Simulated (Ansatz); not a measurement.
# SiBRh3 (Rh3SiB antiperovskite): lattice stability ahead of a resistivity run

Question: is the lattice of SiBRh3 (Rh3SiB antiperovskite) stable, and if so, what are its coupling constant and resistivity?

Method: DFT LDA, scalar-relativistic, plane waves, PAW, in Ansatz 0.2.0.

Report form: the programs' logs are mostly left out.

The structure was built from a prototype and need not be the compound's stable phase.

## (1) The structure

It takes space group Pm-3m (No. 221, cubic). The conventional cell has a = 4.024 Å, b = 4.024 Å, c = 4.024 Å, α = 90.00°, β = 90.00°, γ = 90.00°. Nearest to Si lie 12 Rh at 2.85 Å. Rh has 2 B at 2.01 Å and 8 Rh at 2.85 Å and 4 Si at 2.85 Å nearest. Nearest to B lie 6 Rh at 2.01 Å. Farther neighbours are not listed.

## (2) Rough relaxation

Large forces or a large pressure at the start call for a first relaxation with loose thresholds.

input.yaml reads:

```yaml
crystal:
  lattice:
    - [4.0239, 0.0, 0.0]
    - [0.0, 4.0239, 0.0]
    - [0.0, 0.0, 4.0239]
  atoms:
    - { symbol: Si, position: [0.0, 0.0, 0.0] }
    - { symbol: Rh, position: [0.5, 0.5, 0.0] }
    - { symbol: Rh, position: [0.5, 0.0, 0.5] }
    - { symbol: Rh, position: [0.0, 0.5, 0.5] }
    - { symbol: B, position: [0.5, 0.5, 0.5] }
kpoints:
  mp_grid: { grid: [6, 6, 6] }
hamiltonian:
  xc: lda
scf:
  occupations: { method: gaussian, width: 0.1 }
output:
  forces: true
  stress: true
  eigenvalues: true
relax:
  adjacent_minimum: "off"
  f_tol: 0.05
  max_steps: 80
  cell: { stress_tol: 0.5 }
```

Launch:

```
$ ansatz run input.yaml --threads 4 --pin off --max-ram 16384MiB --backend cpu --events-out ev --progress --plain --runs-dir out
```

It took 3.3 s on 4 threads of Arm Neoverse V1, shared host; peak memory 0.38 GiB.

The steps of the relaxation:

| step | energy less that of the first step (eV) | largest force component (eV/Å) | pressure (GPa) | volume (Å³) |
| --- | --- | --- | --- | --- |
| 1 | 0.0000 | 0.0000 | -8.96 | 65.15 |
| 2 | -0.0750 | 0.0000 | 1.57 | 62.19 |
| 3 | -0.0766 | 0.0000 | -0.12 | 62.62 |
| 4* | -0.0748 | 0.0000 | -0.14 | 62.62 |

Relaxation steps marked * repeat the geometry before them on a plane-wave basis chosen anew for their cell, so energy and pressure can jump there.

Forces are held to the 48 operations that the run works with; a distortion that breaks them can't arise in this run.

```csv
"conventional cell, symmetrised",before,after,change
a (Å),4.024,3.971,-1.3 %
b (Å),4.024,3.971,-1.3 %
c (Å),4.024,3.971,-1.3 %
volume (Å³/atom),13.03,12.52,-3.9 %
```

The relaxed structure:

```cif
data_structure
_symmetry_space_group_name_H-M 'P 1'
_symmetry_Int_Tables_number 1
_cell_length_a 3.9710
_cell_length_b 3.9710
_cell_length_c 3.9710
_cell_angle_alpha 90.000
_cell_angle_beta 90.000
_cell_angle_gamma 90.000
_cell_volume 62.62
loop_
_atom_site_label
_atom_site_type_symbol
_atom_site_fract_x
_atom_site_fract_y
_atom_site_fract_z
_atom_site_occupancy
Si1 Si 0.00000 0.00000 0.00000 1
Rh2 Rh 0.50000 0.50000 0.00000 1
Rh3 Rh 0.50000 0.00000 0.50000 1
Rh4 Rh 0.00000 0.50000 0.50000 1
B5 B 0.50000 0.50000 0.50000 1
```

Numbers from this step:

```
pressure          : -0.1437 GPa
volume per atom   : 12.52 Å³/atom
metallic on mesh  : yes
gap on the k-mesh : 0 eV
```

The largest force is now zero by symmetry and the largest stress component 0.14 GPa.

## (3) Relaxation

Lattice constant and positions set the bands and the force constants, so the cell is relaxed first.

input.yaml, the sections that differ from step 2:

```yaml
crystal:
  lattice:
    - [3.9710039039, 0.0, 0.0]
    - [0.0, 3.9710039039, 0.0]
    - [0.0, 0.0, 3.9710039039]
  atoms:
    - { symbol: Si, position: [0.0, 0.0, 0.0] }
    - { symbol: Rh, position: [0.5, 0.5, 0.0] }
    - { symbol: Rh, position: [0.5, 0.0, 0.5] }
    - { symbol: Rh, position: [0.0, 0.5, 0.5] }
    - { symbol: B, position: [0.5, 0.5, 0.5] }
relax:
  adjacent_minimum: "off"
  f_tol: 0.005
  max_steps: 80
  cell: { stress_tol: 0.05 }
# kpoints, hamiltonian, scf, output: as in step 2
```

Run time: 2.5 s. Hardware: 4 threads; peak memory 0.38 GiB; 8.8 s of CPU time.

Little changed from the start: no atom moved by 0.005 Å and no cell edge by 0.1 %.

This step gave:

| Item | Value |
| --- | --- |
| pressure | 0.01332 GPa |

The largest force is now zero by symmetry and the largest stress component 0.013 GPa, small enough for phonons.

## (4) Phonons: q 2×2×2, k 4×4×4

Before any scattering is computed, the phonons show whether the structure is a minimum.

input.yaml reads:

```yaml
crystal:
  lattice:
    - [3.9701532961, 0.0, 0.0]
    - [0.0, 3.9701532961, 0.0]
    - [0.0, 0.0, 3.9701532961]
  atoms:
    - { symbol: Si, position: [0.0, 0.0, 0.0] }
    - { symbol: Rh, position: [0.5, 0.5, 0.0] }
    - { symbol: Rh, position: [0.5, 0.0, 0.5] }
    - { symbol: Rh, position: [0.0, 0.5, 0.5] }
    - { symbol: B, position: [0.5, 0.5, 0.5] }
kpoints:
  mp_grid: { grid: [4, 4, 4] }
hamiltonian:
  xc: lda
scf:
  occupations: { method: methfessel_paxton, width: 0.2 }
output:
  eigenvalues: true
phonons:
  method: dfpt
  qmesh: [2, 2, 2]
  temperatures: { t_max: 1000, t_step: 50 }
  qpath:
    path:
      - [[0.0, 0.0, 0.0], [0.0, 0.5, 0.0], [0.5, 0.5, 0.0], [0.0, 0.0, 0.0], [0.5, 0.5, 0.5], [0.0, 0.5, 0.0]]
      - [[0.5, 0.5, 0.5], [0.5, 0.5, 0.0]]
    npoints: 10
```

It took 56 s on 4 threads; peak memory 0.55 GiB.

This step gave:

```yaml
share_of_imaginary_modes_in_the_plain_interpolation_between_solved_wavevectors: 0.3578
highest_frequency_solved_or_plainly_interpolated: 770.1 cm⁻¹
```

Solved on the 2×2×2 mesh alone; all other wavevectors are interpolated. The phonon branches at the labelled points (cm⁻¹):

```csv
point,branch 1,branch 2,branch 3,branch 4,branch 12,branch 13,branch 14,branch 15
Γ,-148,-148,-148,-74,172,625,625,625
halfway,-134,-134,-88,-63,244,628,628,694
X,-125,-125,-100,-47,286,630,630,764
halfway,-135,-117,-102,-82,306,632,697,764
M,-149,-121,-121,-63,335,634,764,764
halfway,-121,-116,-104,-82,269,630,695,696
Γ,-148,-148,-148,-74,172,625,625,625
halfway,-128,-118,-118,-84,291,697,697,699
R,-156,-156,-156,-130,367,770,770,770
halfway,-141,-136,-119,-102,323,698,700,766
X,-125,-125,-100,-47,286,630,630,764
jump to R,-156,-156,-156,-130,367,770,770,770
halfway,-153,-142,-142,-98,347,702,767,767
M,-149,-121,-121,-63,335,634,764,764
```

Lowest modes at the softest wavevector of the mesh. Modes at q = (0.500, 0.500, 0.500), with each element's share of the kinetic energy (negative means imaginary):

```
mode  frequency (cm⁻¹)  Si %  Rh %  B %
   1            -156.0     0   100    0
   2            -156.0     0   100    0
   3            -156.0     0   100    0
   4            -129.8    86    14    0
   5            -129.8    86    14    0
   6            -129.8    86    14    0
```

Displacements in mode 3 (-156.0 cm⁻¹), the largest set to 1, in the home cell:
```
Si1  0.00  0.00  0.00
Rh2  0.18 -0.36  0.00
Rh3 -1.00  0.00  0.36
Rh4  0.00  1.00 -0.18
B5   0.00  0.00  0.00
```

Displacements in mode 5 (-129.8 cm⁻¹), the largest set to 1, in the home cell (x, y, z of the real part, then of the imaginary part):
```
Si1  0.00  1.00 -0.21  0.00 -0.01 -0.02
Rh2 -0.15  0.00  0.00  0.00  0.00  0.00
Rh3  0.03  0.00  0.00  0.00  0.00  0.00
Rh4  0.00  0.03 -0.15  0.00  0.00  0.00
B5   0.00  0.00  0.00  0.00  0.00  0.00
```

Among the solved wavevectors the lowest mode, translations apart, is -156 cm⁻¹, imaginary.

## (5) Phonons by linear response: q 2×2×2, k 6×6×6

An imaginary mode on so few k-points may come from the sampling, so the phonons are repeated with another k mesh.

Edit input.yaml of step 4 so:

```diff
@@ -12,3 +12,3 @@
 kpoints:
-  mp_grid: { grid: [4, 4, 4] }
+  mp_grid: { grid: [6, 6, 6] }
 hamiltonian:
```

The mesh is denser.

It took 1.9 min on 4 threads; peak memory 0.69 GiB.

This step gave:

| Property | Result |
| --- | --- |
| share of imaginary modes in the plain interpolation between solved wavevectors | 0.3566 |
| highest frequency, solved or plainly interpolated | 773.6 cm⁻¹ |

Solved on the 2×2×2 mesh alone; all other wavevectors are interpolated. Phonon branches along the path, in cm⁻¹:

```
    point  branch 1  branch 2  branch 3  branch 4  branch 12  branch 13  branch 14  branch 15
        Γ      -143      -143      -143       -66        183        627        627        627
  halfway      -131      -131       -83       -57        248        629        629        695
        X      -123      -123       -97       -42        285        632        632        765
  halfway      -135      -116      -101       -77        305        633        700        767
        M      -149      -119      -119       -64        334        635        769        769
  halfway      -118      -114       -99       -78        270        631        698        698
        Γ      -143      -143      -143       -66        183        627        627        627
  halfway      -128      -117      -117       -81        291        699        699        701
        R      -160      -160      -160      -127        367        774        774        774
  halfway      -142      -136      -119      -100        322        701        703        769
        X      -123      -123       -97       -42        285        632        632        765
jump to R      -160      -160      -160      -127        367        774        774        774
  halfway      -155      -143      -143       -96        347        704        771        771
        M      -149      -119      -119       -64        334        635        769        769
```

Lowest modes at the softest wavevector of the mesh. The modes at q = (0.500, 0.500, 0.500) (shares of kinetic energy by element, %) (negative means imaginary):

```csv
mode,frequency (cm⁻¹),Si %,Rh %,B %
1,-159.7,0,100,0
2,-159.7,0,100,0
3,-159.7,0,100,0
4,-126.6,86,14,0
5,-126.6,86,14,0
6,-126.6,86,14,0
```

The modes has structure finer than the step of the table below, so its rows give means over 25 cm⁻¹, whole bins alone (the curve runs from -169 to 805 cm⁻¹). Peaks (cm⁻¹: height): B 633.6: 0.0267, 676.5: 0.0197, 707.1: 0.0209, 737.8: 0.0205, 762.3: 0.0317; Rh -120.1: 0.0453, -58.9: 0.0349, 155.6: 0.0360, 229.2: 0.0319, 290.4: 0.0114; Si -114.0: 0.0287, 63.7: 0.00901, 143.4: 0.0204.

Phonopy on the run's constants, 15x15x15 mesh, Gaussian sigma 7.0 cm⁻¹. The modes by wavenumber; means over each step; values in 1/cm⁻¹/cell:

| wavenumber (cm⁻¹) | B | Rh | Si |
| --- | --- | --- | --- |
| -150 | 6.1e-6 | 0.0233 | 0.00209 |
| -125 | 5.5e-5 | 0.0419 | 0.0214 |
| -100 | 4.7e-5 | 0.0292 | 0.0221 |
| -75 | 4.0e-5 | 0.0266 | 0.0110 |
| -50 | 3.2e-5 | 0.0232 | 0.00514 |
| -25 | 8.0e-6 | 0.00390 | 0.00222 |
| 0 | 3.6e-6 | 4.4e-4 | 5.5e-4 |
| 25 | 3.5e-5 | 0.00192 | 0.00268 |
| 50 | 1.1e-4 | 0.00759 | 0.00739 |
| 75 | 1.2e-4 | 0.0113 | 0.00656 |
| 100 | 7.8e-5 | 0.0133 | 0.00458 |
| 125 | 1.1e-4 | 0.0209 | 0.00997 |
| 150 | 8.5e-4 | 0.0336 | 0.0169 |
| 175 | 0.00219 | 0.0255 | 0.00388 |
| 200 | 0.00156 | 0.0180 | 0.00212 |
| 225 | 8.9e-4 | 0.0273 | 0.00110 |
| 250 | 2.7e-4 | 0.0109 | 8.4e-5 |
| 275 | 2.5e-4 | 0.00754 | 2.0e-5 |
| 300 | 2.5e-4 | 0.0110 | 1.2e-5 |
| 325 | 1.6e-4 | 0.0101 | 9.2e-6 |
| 350 | 4.2e-5 | 0.00418 | 4.0e-7 |
| 375 | 2.1e-6 | 4.1e-4 | 0 |
| 400 | 0 | 2.0e-7 | 0 |
| 425 | 0 | 0 | 0 |
| 450 | 0 | 0 | 0 |
| 475 | 0 | 0 | 0 |
| 500 | 0 | 0 | 0 |
| 525 | 0 | 0 | 0 |
| 550 | 0 | 0 | 0 |
| 575 | 0 | 0 | 0 |
| 600 | 8.8e-5 | 1.5e-5 | 0 |
| 625 | 0.0129 | 0.00194 | 2.8e-6 |
| 650 | 0.0205 | 0.00257 | 1.2e-5 |
| 675 | 0.0146 | 0.00116 | 2.2e-5 |
| 700 | 0.0133 | 6.3e-4 | 2.4e-5 |
| 725 | 0.0140 | 3.7e-4 | 2.8e-5 |
| 750 | 0.0220 | 2.1e-4 | 5.1e-5 |
| 775 | 0.0152 | 3.7e-5 | 3.9e-5 |

No LO-TO term; unit eigenvectors of the mass-weighted matrix. Modes at Γ, with each element's share of the kinetic energy (negative means imaginary):

```csv
mode,frequency (cm⁻¹),symmetry,Si %,Rh %,B %
1,-143.0,T1u,87,13,0
2,-143.0,T1u,87,13,0
3,-143.0,T1u,87,13,0
4,-66.4,T2u,0,100,0
5,-66.4,T2u,0,100,0
6,-66.4,T2u,0,100,0
7,0.0,T1u,8,89,3
8,0.0,T1u,8,89,3
9,0.0,T1u,8,89,3
10,183.4,T1u,5,83,12
11,183.4,T1u,5,83,12
12,183.4,T1u,5,83,12
13,627.1,T1u,0,15,85
14,627.1,T1u,0,15,85
15,627.1,T1u,0,15,85
```

Displacements in mode 3 (-143.0 cm⁻¹), the largest set to 1:
```
Si1 -0.46 -0.59  1.00
Rh2  0.07  0.08  0.00
Rh3  0.07  0.00 -0.14
Rh4  0.00  0.08 -0.14
B5  -0.03 -0.04  0.07
```

Displacements in mode 15 (627.1 cm⁻¹), the largest set to 1:
```
Si1  0.00 -0.01  0.00
Rh2  0.00  0.02  0.01
Rh3  0.00 -0.13  0.00
Rh4  0.00  0.02  0.00
B5   0.00  1.00 -0.10
```

Among the solved wavevectors the lowest mode, translations apart, is -160 cm⁻¹, imaginary.

## (6) What came out

| Quantity | Value |
| --- | --- |
| phonon run of the rows without a label of their own | LDA, q 2×2×2, k 6×6×6 |
| softest mode on the q mesh | -160 cm⁻¹ at q = (0.5, 0.5, 0.5) |
| highest frequency, solved or plainly interpolated | 774 cm⁻¹ |

In words: The lattice is dynamically unstable at this level: a mode at q = (0.5, 0.5, 0.5) is imaginary, 160i cm⁻¹, so no harmonic coupling constant or resistivity is defined for this structure. These meshes are coarse, and single modes of a metal can move by tens of cm⁻¹ with the k mesh. The phonon runs are not spin-polarised. The structure was built by hand as an ordered model, and its stability against other phases was not tested.

[Logs are printed without paths, hosts, clocks, repeated set-up lines and the standing remarks that a program may print on its own settings, such as how far it seeks lower states.]

[Hosts, paths, dates, database ids (printed as entryN), source tags and the programs' standing remarks are cut or masked in the printed files.]
